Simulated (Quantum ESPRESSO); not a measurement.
Entries from a set of simulations; values are calculated unless marked as measured.

## Collinear magnetic orders of CoPS3 with Quantum ESPRESSO

The structure is monoclinic, space group C2/m (No. 12). Conventional cell: a = 5.770 Å, b = 9.993 Å, c = 6.860 Å, α = 90.00°, β = 106.34°, γ = 90.00°. Co has 6 S at 2.35 to 2.36 Å nearest. Nearest to P lie 3 S at 2.07 to 2.08 Å and 1 P at 2.16 Å. Nearest to S lie 1 P at 2.07 Å and 2 Co at 2.35 Å. Nearest to S lie 1 P at 2.08 Å and 2 Co at 2.36 Å. Farther neighbours and most contacts between anions are not listed.

```xyz
10
Lattice="2.8852 -4.9964 0.0000 2.8852 4.9964 0.0000 -1.9295 0.0000 6.5827" Properties=species:S:1:pos:R:3 pbc="T T T"
Co    1.9205    1.6660    3.2913
Co    1.9205   -1.6660    3.2913
P    -0.9606    0.0000    4.3730
P     4.8016    0.0000    2.2097
S     0.0587    1.7722    4.7224
S     3.7823    1.7722    1.8603
S     1.0783    0.0000    1.8553
S     2.7627    0.0000    4.7274
S     0.0587   -1.7722    4.7224
S     3.7823   -1.7722    1.8603
```

```yaml
method: LDA; plane waves with GBRV 1.5 LDA potentials, no spin-orbit coupling (and 1 further level or step)
program: Quantum ESPRESSO 7.5
settings_of_one_run: GBRV 1.5 LDA, cutoff 544.23 eV, 4×4×4 k-mesh, 56 bands, fermi-dirac occupations, smearing width 0.05 eV, collinear spin, SCF threshold 2.00e-8, mesh matched on, starting moments 3 3 0 0 0 0 0 0 0 0 μB
cost: 2 runs, 8.4 min in all on 4 MPI ranks of Arm Neoverse V1, shared host (the runs of this entry)
notes: No Hubbard term acts here. In such compounds local and semilocal functionals without one often delocalise the d electrons, and can shrink or lose moments and miss the size, sign and order of the couplings.
lowest_state_found: non-magnetic (from ferro ++ and antiferro +-)
largest_site_moment: 0 μB
```

The lowest state carries no moment, and no start kept one. This is the lowest of 2 collinear or spinless starts, no proof of the ground state.

[Logs and program files are shortened in this print: banners, set-up blocks, solver, clock and traceback lines can be left out without a mark of their own.]

[Logs are printed without paths, hosts, clocks, repeated set-up lines and the standing remarks that a program may print on its own settings, such as how far it seeks lower states.]

[Hosts, paths, dates, database ids (printed as entryN), source tags and the programs' standing remarks are cut or masked in the printed files.]

[Where a cell is said to come from a database of computed structures, the database is the Materials Project.]
